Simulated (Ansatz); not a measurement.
# Na on W(110): change of the work function

Wanted: Δφ(θ) for Na/W(110), starting from the hollow site.

Method: plane-wave DFT, PBE, Ansatz PAW, in Ansatz 0.2.0.

### Step 1. Starting point

The cell holds 4 atoms: 4 W. Its edges and angles: a = 2.737 Å, b = 2.737 Å, c = 24.703 Å, α = 90.0°, β = 90.0°, γ = 70.5°. Vacuum lies along c.

### Step 2. The clean slab

The bare slab comes first, as the zero from which every change is counted. The two lowest layers are held at bulk places and the upper ones relax. The dipole correction removes the false field that a one-sided slab makes across the periodic vacuum, so each face gets a flat vacuum level of its own.

Contents of input.yaml:

```yaml
crystal:
  lattice:
    - [2.2344574285, -1.58, 0.0]
    - [2.2344574285, 1.58, 0.0]
    - [0.0, 0.0, 24.7033722856]
  atoms:
    - { symbol: W, position: [0.0, 0.0, 0.3643227287] }
    - { symbol: W, position: [0.5, 0.5, 0.4547742429] }
    - { symbol: W, position: [0.0, 0.0, 0.5452257571] }
    - { symbol: W, position: [0.5, 0.5, 0.6356772713] }
kpoints:
  mp_grid: { grid: [12, 12, 1] }
hamiltonian:
  xc: pbe
scf:
  occupations: { method: fermi_dirac, width: 0.1 }
  convergence: { dr2_threshold: 1.0e-08 }
efield:
  axis: 3
  dipole_correction: true
  ramp_position: 0.97
  ramp_width: 0.06
relax:
  f_tol: 0.02
  max_steps: 60
  constraints: [{ sites: [0, 1] }]
output:
  write_potential: true
  write_density: true
  volumetric_format: npy
```

Run with:

```
$ ansatz run input.yaml --threads 4 --pin off --max-ram 16384MiB --backend cpu --events-out ev --progress --plain --runs-dir out
```

Numbers of over 12 decimals in the logs are rounded to 6 here.

What it wrote:

```text
Engine: ansatz 0.2.0, aarch64-unknown-linux-gnu
Pseudopotentials: kind: paw
Pseudopotential: W, paw, valence charge 14, recommended cutoff 420 eV (normal), W.paw.azcp
Functional definition: PBE
  parameter kappa = 0.804
  parameter beta = 0.066725
  exchange = pbe_x(kappa = kappa, mu = beta*pi^2/3)
  correlation = pbe_c(beta = beta)
Crystal: 4 atoms, lattice volume = 174.428 Å³
Basis set: ecut = 420 eV, 3461 PW (Γ), exchange–correlation on 40×40×360 points (8 copies of the dense FFT grid, shifted against one another)
Bands: 34, of which v1, the nominal top of the filled ones, is band 28 counted from 1 (27 counted from 0)
Symmetry: 4 space group operations
k-points: 43 of 144
Non-local potential: W, projectors of the file, l = 0: 3, l = 1: 2, l = 2: 2, l = 3: 1
PAW form: soft (Blöchl's): semilocal exchange-correlation on the pseudo side does not see the compensation charge
PAW one-centre angular grid: W, 590 points (default); XC on 64 Gauss nodes
Initial density: superposition of atomic densities (neutral atoms: chi_scale 0, normalization atom), corrected by the library's trained network
Initial wavefunctions: pseudopotential atomic-orbital guess
Functional: x = pbe(κ = 0.804, μ = 0.219515), c = pbe(β = 0.066725)
SCF iter   1: F=—  HF=-41536.547941 eV  |F-HF|=—  |Δ(HF+E_count)|=         —  Δρ=9.69e-3  dr2=1.99e0  ethr=1.77e-3  p=0.000 e·Å  D=4.83e-14 V/Å  ΔV_dip=-0.00 eV  dr2_dipole=2.75e-7  V_vac-E_F(+/−)=5.06/5.06 eV  ⟨swp⟩=7.9  Hψ=15776  notcnv=0  defer=16
efield: sawtooth ramp at fractional position 0.9700 (set: `efield.ramp_position`, or a place that a band, a saddle search or an elastic batch's reference lends), width 0.0600; the density the first Hamiltonian is built on has a dipole p = 0.000 e·Å; the dipole correction subtracts the counter field D = 4.83e-14 V/Å, which shifts the + side's vacuum level by -0.00 eV against the − side's; the planar-averaged density in the ramp window peaks in size at 1.1e-5 e/Å³
automatic band count: the SCF goes on with 40 bands, as 34 were too few: the levels above may hold too much charge
preconditioner: auto → LDOS  [metal: Δε(μ)=0.044 eV  Ē_g=6.098 eV  σ=0.100 eV  W_gap=0.11  n_scr=16 (ndim 8)  ℏωp=13.8 eV  f_vac=0.562  D(μ)=3.18/eV (n_scr^D=14)  β→1.0]
SCF iter   2: F=—  HF=-41536.463453 eV  |F-HF|=—  |Δ(HF+E_count)|=   8.45e-2  Δρ=3.80e-3  dr2=1.53e-1  ethr=1.77e-3  p=-0.000 e·Å  D=-1.41e-5 V/Å  ΔV_dip=0.00 eV  dr2_dipole=9.41e-8  V_vac-E_F(+/−)=4.91/4.91 eV  ⟨swp⟩=2.0  Hψ=2409  notcnv=0  defer=46
SCF iter   3: F=—  HF=-41536.454051 eV  |F-HF|=—  |Δ(HF+E_count)|=   9.40e-3  Δρ=7.33e-4  dr2=4.77e-3  ethr=2.73e-4  p=-0.000 e·Å  D=-5.84e-6 V/Å  ΔV_dip=0.00 eV  dr2_dipole=2.39e-8  V_vac-E_F(+/−)=4.90/4.90 eV  ⟨swp⟩=1.9  Hψ=2195  notcnv=0  defer=48
SCF iter   4: F=—  HF=-41536.453642 eV  |F-HF|=—  |Δ(HF+E_count)|=   4.09e-4  Δρ=2.26e-4  dr2=2.83e-4  ethr=8.51e-6  p=-0.000 e·Å  D=-2.80e-6 V/Å  ΔV_dip=0.00 eV  dr2_dipole=3.72e-9  V_vac-E_F(+/−)=4.90/4.90 eV  ⟨swp⟩=2.2  Hψ=2210  notcnv=0  defer=48
SCF iter   5: F=—  HF=-41536.453616 eV  |F-HF|=—  |Δ(HF+E_count)|=   2.57e-5  Δρ=8.21e-5  dr2=9.88e-6  ethr=5.05e-7  p=-0.000 e·Å  D=-1.58e-6 V/Å  ΔV_dip=0.00 eV  dr2_dipole=4.44e-10  V_vac-E_F(+/−)=4.90/4.90 eV  ⟨swp⟩=2.8  Hψ=2489  notcnv=0  defer=48
SCF iter   6: F=—  HF=-41536.453677 eV  |F-HF|=—  |Δ(HF+E_count)|=   6.09e-5  Δρ=1.85e-5  dr2=1.78e-6  ethr=1.76e-8  p=-0.000 e·Å  D=-3.96e-7 V/Å  ΔV_dip=0.00 eV  dr2_dipole=1.10e-14  V_vac-E_F(+/−)=4.90/4.90 eV  ⟨swp⟩=3.0  Hψ=2816  notcnv=0  defer=46
SCF iter   7: F=—  HF=-41536.453677 eV  |F-HF|=—  |Δ(HF+E_count)|=   1.78e-7  Δρ=5.89e-6  dr2=9.96e-8  ethr=3.18e-9  p=-0.000 e·Å  D=-1.01e-7 V/Å  ΔV_dip=0.00 eV  dr2_dipole=1.15e-12  V_vac-E_F(+/−)=4.90/4.90 eV  ⟨swp⟩=2.1  Hψ=2209  notcnv=0  defer=46
SCF iter   8: F=—  HF=-41536.453677 eV  |F-HF|=—  |Δ(HF+E_count)|=   1.72e-7  Δρ=2.09e-6  dr2=1.13e-8  ethr=1.79e-11  p=-0.000 e·Å  D=-5.65e-8 V/Å  ΔV_dip=0.00 eV  dr2_dipole=6.97e-14  V_vac-E_F(+/−)=4.90/4.90 eV  ⟨swp⟩=12.3  Hψ=12536  notcnv=0
SCF iter   9: F=-41536.453677 eV  HF=-41536.453677 eV  |F-HF|=2.90e-9  |Δ(HF+E_count)|=   2.45e-9  Δρ=6.34e-7  dr2=1.02e-9  ethr=1.79e-11  p=-0.000 e·Å  D=-1.55e-8 V/Å  ΔV_dip=0.00 eV  dr2_dipole=4.30e-15  V_vac-E_F(+/−)=4.90/4.90 eV  ⟨swp⟩=10.8  Hψ=10717  notcnv=0
SCF 1 converged in 9 iterations: F = -41536.453677 eV  dr2 = 1.02e-9
  greatest PAW one-centre occupation: 1.000 electrons in one spin orbital (limit 2), on the W atom at site 0 (counted from 0), in its partial waves of l = 0
relax step   1: F+E_penalty+E_count = -41536.45367728 eV  Δ(F+E_penalty+E_count) = +0.000e0 eV  max|allowed force component| = 6.535e-1 eV/Å  Δτ_max = 0.0000 Å  (9 SCF iters, accepted)
Bands: 40, of which v1, the nominal top of the filled ones, is band 28 counted from 1 (27 counted from 0)
Initial density: handed on by an earlier stage of this run
Initial wavefunctions: those handed on with the density
iter 1 solved again at ethr=9.58e-4 eV; its pass at ethr=3.10e-3 eV (dr2=5.36e-1 eV) is discarded
SCF iter   1: F=—  HF=-41536.451060 eV  |F-HF|=—  |Δ(HF+E_count)|=         —  Δρ=7.55e-3  dr2=5.51e-1  ethr=9.58e-4  p=-0.000 e·Å  D=-4.98e-7 V/Å  ΔV_dip=0.00 eV  dr2_dipole=8.25e-2  V_vac-E_F(+/−)=4.92/4.92 eV  ⟨swp⟩=1.6  Hψ=6453  notcnv=0  defer=49
efield: sawtooth ramp at fractional position 0.9700 (set: `efield.ramp_position`, or a place that a band, a saddle search or an elastic batch's reference lends), width 0.0600; the density the first Hamiltonian is built on has a dipole p = -0.000 e·Å; the dipole correction subtracts the counter field D = -4.98e-7 V/Å, which shifts the + side's vacuum level by +0.00 eV against the − side's; the planar-averaged density in the ramp window peaks in size at 4.2e-6 e/Å³
preconditioner: auto → LDOS  [metal: Δε(μ)=0.008 eV  Ē_g=6.108 eV  σ=0.100 eV  W_gap=0.02  n_scr=16 (ndim 8)  ℏωp=13.8 eV  f_vac=0.561  D(μ)=3.03/eV (n_scr^D=12)  β→1.0]
SCF iter   2: F=—  HF=-41536.439067 eV  |F-HF|=—  |Δ(HF+E_count)|=   1.20e-2  Δρ=5.12e-3  dr2=1.98e-1  ethr=9.58e-4  p=0.007 e·Å  D=7.37e-3 V/Å  ΔV_dip=-0.18 eV  dr2_dipole=2.51e-3  V_vac-E_F(+/−)=4.72/4.90 eV  ⟨swp⟩=2.7  Hψ=2768  notcnv=0  defer=49
SCF iter   3: F=—  HF=-41536.411540 eV  |F-HF|=—  |Δ(HF+E_count)|=   2.75e-2  Δρ=1.14e-3  dr2=8.39e-3  ethr=3.53e-4  p=0.005 e·Å  D=5.11e-3 V/Å  ΔV_dip=-0.13 eV  dr2_dipole=6.86e-5  V_vac-E_F(+/−)=4.79/4.91 eV  ⟨swp⟩=2.4  Hψ=2949  notcnv=0  defer=49
[...]
SCF iter   4: F=—  HF=-41536.466247 eV  |F-HF|=—  |Δ(HF+E_count)|=   1.02e-3  Δρ=1.79e-4  dr2=1.18e-4  ethr=9.14e-6  p=0.004 e·Å  D=3.68e-3 V/Å  ΔV_dip=-0.09 eV  dr2_dipole=5.74e-7  V_vac-E_F(+/−)=4.81/4.90 eV  ⟨swp⟩=2.5  Hψ=2483  notcnv=0  defer=49
SCF iter   5: F=—  HF=-41536.466260 eV  |F-HF|=—  |Δ(HF+E_count)|=   1.35e-5  Δρ=5.43e-5  dr2=8.97e-6  ethr=2.11e-7  p=0.003 e·Å  D=3.19e-3 V/Å  ΔV_dip=-0.08 eV  dr2_dipole=8.65e-7  V_vac-E_F(+/−)=4.82/4.90 eV  ⟨swp⟩=2.2  Hψ=2723  notcnv=0  defer=49
SCF iter   6: F=—  HF=-41536.466316 eV  |F-HF|=—  |Δ(HF+E_count)|=   5.58e-5  Δρ=1.68e-5  dr2=2.41e-6  ethr=1.60e-8  p=0.003 e·Å  D=2.93e-3 V/Å  ΔV_dip=-0.07 eV  dr2_dipole=2.53e-8  V_vac-E_F(+/−)=4.83/4.90 eV  ⟨swp⟩=2.8  Hψ=3011  notcnv=0  defer=49
SCF iter   7: F=—  HF=-41536.466316 eV  |F-HF|=—  |Δ(HF+E_count)|=   9.87e-8  Δρ=6.68e-6  dr2=1.22e-7  ethr=4.30e-9  p=0.003 e·Å  D=2.81e-3 V/Å  ΔV_dip=-0.07 eV  dr2_dipole=1.60e-9  V_vac-E_F(+/−)=4.83/4.90 eV  ⟨swp⟩=2.0  Hψ=2145  notcnv=0  defer=49
SCF iter   8: F=—  HF=-41536.466316 eV  |F-HF|=—  |Δ(HF+E_count)|=   1.35e-7  Δρ=2.67e-6  dr2=2.96e-8  ethr=2.18e-10  p=0.003 e·Å  D=2.77e-3 V/Å  ΔV_dip=-0.07 eV  dr2_dipole=8.00e-10  V_vac-E_F(+/−)=4.83/4.90 eV  ⟨swp⟩=3.0  Hψ=3071  notcnv=0  defer=49
SCF iter   9: F=-41536.466316 eV  HF=-41536.466316 eV  |F-HF|=3.74e-9  |Δ(HF+E_count)|=   1.98e-8  Δρ=7.34e-7  dr2=1.32e-9  ethr=1.79e-11  p=0.003 e·Å  D=2.76e-3 V/Å  ΔV_dip=-0.07 eV  dr2_dipole=5.96e-13  V_vac-E_F(+/−)=4.83/4.90 eV  ⟨swp⟩=11.1  Hψ=11214  notcnv=0
SCF 3 converged in 9 iterations: F = -41536.466316 eV  dr2 = 1.32e-9
relax step   3: F+E_penalty+E_count = -41536.46631625 eV  Δ(F+E_penalty+E_count) = -1.264e-2 eV  max|allowed force component| = 9.000e-2 eV/Å  Δτ_max = 0.0345 Å  (9 SCF iters, accepted)
SCF iter   1: F=—  HF=-41536.467006 eV  |F-HF|=—  |Δ(HF+E_count)|=         —  Δρ=7.95e-4  dr2=4.51e-3  ethr=1.73e-4  p=0.003 e·Å  D=2.76e-3 V/Å  ΔV_dip=-0.07 eV  dr2_dipole=5.29e-4  V_vac-E_F(+/−)=4.83/4.90 eV  ⟨swp⟩=2.1  Hψ=2956  notcnv=0  defer=49
efield: sawtooth ramp at fractional position 0.9700 (set: `efield.ramp_position`, or a place that a band, a saddle search or an elastic batch's reference lends), width 0.0600; the density the first Hamiltonian is built on has a dipole p = 0.003 e·Å; the dipole correction subtracts the counter field D = 2.76e-3 V/Å, which shifts the + side's vacuum level by -0.07 eV against the − side's; the planar-averaged density in the ramp window peaks in size at 2.5e-6 e/Å³
preconditioner: auto → LDOS  [metal: Δε(μ)=0.042 eV  Ē_g=6.069 eV  σ=0.100 eV  W_gap=0.10  n_scr=16 (ndim 8)  ℏωp=13.8 eV  f_vac=0.561  D(μ)=3.08/eV (n_scr^D=14)  β→1.0]
SCF iter   2: F=—  HF=-41536.466782 eV  |F-HF|=—  |Δ(HF+E_count)|=   2.25e-4  Δρ=3.58e-4  dr2=1.22e-3  ethr=8.05e-6  p=0.002 e·Å  D=2.05e-3 V/Å  ΔV_dip=-0.05 eV  dr2_dipole=4.65e-5  V_vac-E_F(+/−)=4.85/4.90 eV  ⟨swp⟩=2.0  Hψ=2582  notcnv=0  defer=49
SCF iter   3: F=—  HF=-41536.466693 eV  |F-HF|=—  |Δ(HF+E_count)|=   8.84e-5  Δρ=1.37e-4  dr2=1.44e-4  ethr=2.17e-6  p=0.002 e·Å  D=2.31e-3 V/Å  ΔV_dip=-0.06 eV  dr2_dipole=1.26e-5  V_vac-E_F(+/−)=4.84/4.90 eV  ⟨swp⟩=2.0  Hψ=2277  notcnv=0  defer=49
SCF iter   4: F=—  HF=-41536.466668 eV  |F-HF|=—  |Δ(HF+E_count)|=   2.55e-5  Δρ=3.26e-5  dr2=6.82e-6  ethr=2.57e-7  p=0.002 e·Å  D=2.20e-3 V/Å  ΔV_dip=-0.05 eV  dr2_dipole=8.20e-7  V_vac-E_F(+/−)=4.84/4.90 eV  ⟨swp⟩=3.4  Hψ=3097  notcnv=0  defer=49
SCF iter   5: F=—  HF=-41536.466723 eV  |F-HF|=—  |Δ(HF+E_count)|=   5.51e-5  Δρ=1.10e-5  dr2=2.53e-7  ethr=1.22e-8  p=0.002 e·Å  D=2.19e-3 V/Å  ΔV_dip=-0.05 eV  dr2_dipole=5.43e-9  V_vac-E_F(+/−)=4.84/4.90 eV  ⟨swp⟩=2.5  Hψ=2375  notcnv=0  defer=49
SCF iter   6: F=—  HF=-41536.466723 eV  |F-HF|=—  |Δ(HF+E_count)|=   2.64e-7  Δρ=4.53e-6  dr2=3.51e-8  ethr=4.52e-10  p=0.002 e·Å  D=2.20e-3 V/Å  ΔV_dip=-0.05 eV  dr2_dipole=1.68e-10  V_vac-E_F(+/−)=4.84/4.90 eV  ⟨swp⟩=2.8  Hψ=3016  notcnv=0  defer=49
SCF iter   7: F=-41536.466723 eV  HF=-41536.466723 eV  |F-HF|=5.69e-9  |Δ(HF+E_count)|=   7.88e-8  Δρ=1.73e-6  dr2=9.35e-9  ethr=1.79e-11  p=0.002 e·Å  D=2.20e-3 V/Å  ΔV_dip=-0.05 eV  dr2_dipole=1.03e-12  V_vac-E_F(+/−)=4.84/4.90 eV  ⟨swp⟩=11.5  Hψ=11409  notcnv=0
SCF 4 converged in 7 iterations: F = -41536.466723 eV  dr2 = 9.35e-9
relax step   4: F+E_penalty+E_count = -41536.46672319 eV  Δ(F+E_penalty+E_count) = -4.069e-4 eV  max|allowed force component| = 1.129e-2 eV/Å  Δτ_max = 0.0139 Å  (7 SCF iters, accepted)
NSCF: frozen V_eff on 43 k-points
the band table was solved once a step of the walk had ended and its energy, with any forces and stress, was formed, with the checks that follow a solve (9071 applications of the Hamiltonian). They found nothing against the state; the energy, forces and stress were not computed again (output.eigenvalues in the input reference)
WARN: The output density's exchange-correlation potential varies sharply where the density is thin. Do not read a vacuum level from v_tot or v_xc, or from such a field of the output density. On a cell that repeats whose density bears no net charge and no dipole along the vacuum's axis use v_es (v_loc + v_h of the components); under efield.dipole_correction with no amplitude use v_es + v_field, which holds any externa [...]
SCF converged after 7 iterations
Free energy (F): -41536.466723 eV
Harris-Foulkes:  -41536.466723 eV  (|F-HF|=5.69e-9)
Internal energy: -41536.366955 eV  (E = F + TS)
E sigma→0 (E₀):  -41536.416839 eV
Entropy (-TS):   -0.099768 eV (-24.942 meV/atom)
Fermi energy:    5.203880 eV
Dipole field:    D = 0.002197 V/Å  (p = 0.002118 e·Å, saw-weighted, corrected)
Work function:   Φ+ = 4.8447 eV   Φ− = 4.8989 eV
Levels:          The Fermi level and band energies are counted from a zero that moves with the ramp; work functions are not
--- Per-component energies (eV) ---
  E_band       = -1291.057248
  E_kinetic    = 1792.505388
  E_local      = -71121.558076  (includes V_loc(G=0)·N_el)
  E_nonlocal   = 4.576205
  E_hartree    = 34741.224890
  E_xc         = -1063.352008
  E_vxc        = -949.335306  (∫ρ·V_xc dr)
  E_paw        = -34249.938995  (= ΣΔE_a)
  E_vpaw       = -499.704010  (= ΣTr[D̂ρ^β])
  E_aug_tail   = -0.000235  (compensation charges beyond the density's cutoff)
  E_efield     = 0.000002  (sawtooth field / dipole correction)
  E_vefield    = -0.001025  (∫n·V_field dr)
  E_ewald      = 28360.175874
  E_smearing   = -0.099768  (= −TS)
  E_closure    = -0.000000  (closes the sum)
  Σ components = -41536.466723   (vs F -41536.466723, Δ=0.00e0)
--- Forces (eV/Å), atoms counted from 1 ---
  atom   1  W      0.00000000     0.00000000     0.36117714
  atom   2  W      0.00000000    -0.00000000    -0.34159757
  atom   3  W      0.00000000    -0.00000000    -0.00830034
  atom   4  W      0.00000000    -0.00000000    -0.01129449
  max |Σ_I F_I| component: 1.53e-5 eV/Å
--- Band table (eV; the first three rows and the last of 43) ---
  k-point 0: bands = [... 24 lower, 3.7540, 3.7892, 3.9762, 4.5401, 4.8127, 5.7605, 6.0199, 6.9297, ... 8 higher]
  k-point 1: bands = [... 24 lower, 3.5720, 3.7614, 4.1231, 4.4811, 4.8136, 5.3411, 6.2452, 6.7515, ... 8 higher]
  k-point 2: bands = [... 24 lower, 3.3977, 3.5331, 3.9616, 4.3822, 4.9156, 5.2947, 6.6226, 6.6532, ... 8 higher]
  k-point 42: bands = [... 24 lower, 3.7933, 5.7375, 5.8442, 6.2645, 6.3571, 6.8712, 7.2505, 8.8378, ... 8 higher]
--- Relaxed structure (4 steps of the walk, 3 accepted, 0 SCFs on fresh bases) ---
  F+E_penalty+E_count = -41536.46672319 eV   max|allowed force component| = 1.129e-2 eV/Å
  atoms:
    - { symbol: W, position: [0.0, 0.0, 0.3643227287] }
    - { symbol: W, position: [0.5, 0.5, 0.4547742429] }
    - { symbol: W, position: [-6.653931166577865e-19, 6.653931166577865e-19, 0.546759] }
    - { symbol: W, position: [0.5, 0.5, 0.635499] }
```

Elapsed: 31 s, on 4 threads of Arm Neoverse V1, shared host; peak memory 0.58 GiB.

The steps of the relaxation:

| step | energy less that of the first step (eV) | largest force component (eV/Å) |
| --- | --- | --- |
| 1 | 0.0000 | 0.6535 |
| 2 | 0.0440 | 1.3654 |
| 3 | -0.0126 | 0.0900 |
| 4 | -0.0130 | 0.0113 |

Relaxation step 2 was tried and not accepted.

Forces are held to the 4 operations that the run works with; a distortion that breaks them can't arise in this run.

The atoms that moved most (Å):

| atom | dx | dy | dz | length |
| --- | --- | --- | --- | --- |
| W3 | 0.000 | 0.000 | 0.038 | 0.038 |

Final coordinates:

```xyz
4
Lattice="2.2345 -1.5800 0.0000 2.2345 1.5800 0.0000 0.0000 0.0000 24.7034" Properties=species:S:1:pos:R:3
W     0.0000    0.0000    9.0000
W     2.2345    0.0000   11.2345
W     0.0000    0.0000   13.5068
W     2.2345    0.0000   15.6990
```

This step gave:

```yaml
energy_at_zero_smearing: -41536.4168 eV
work_function_upper_face: 4.845 eV
work_function_lower_face: 4.899 eV
dipole_along_the_normal: 0.002118 e·Å
step_between_the_vacuum_levels: -0.05428 eV
```

Running mean over 2.234 Å of the planar mean; the ramp of the sawtooth is left out. The electron's electrostatic potential energy less the Fermi level by z:

z (Å), electron's electrostatic potential energy less the Fermi level (eV) and a bar from the least value:
```
        4        4.9 ##############################
        5        4.9 ##############################
        6        4.8 ##############################
        7        3.3 ###########################
        8       -5.8 ############
        9      -12.2 #
       10      -12.6 #
       11      -12.7 
       12      -12.5 #
       13      -12.6 #
       14      -13.0 
       15      -12.9 
       16      -11.5 ##
       17       -2.3 ##################
       18        4.1 #############################
       19        4.8 ##############################
       20        4.8 ##############################
       21        4.8 ##############################
```

The relaxation took 4 steps and lowered the energy by 0.013 eV; the largest force on the free atoms ends at 0.011 eV/Å.

The work function of the upper face is 4.84 eV.

(Continued in part 2 of 3.)

[Logs are printed without paths, hosts, clocks, repeated set-up lines and the standing remarks that a program may print on its own settings, such as how far it seeks lower states.]

[Hosts, paths, dates, database ids (printed as entryN), source tags and the programs' standing remarks are cut or masked in the printed files.]

[Maps of the electrostatic potential energy from Ansatz leave out the sawtooth potential of an applied field or a dipole correction, so their vacuum need not be flat; planar profiles and work functions include it.]
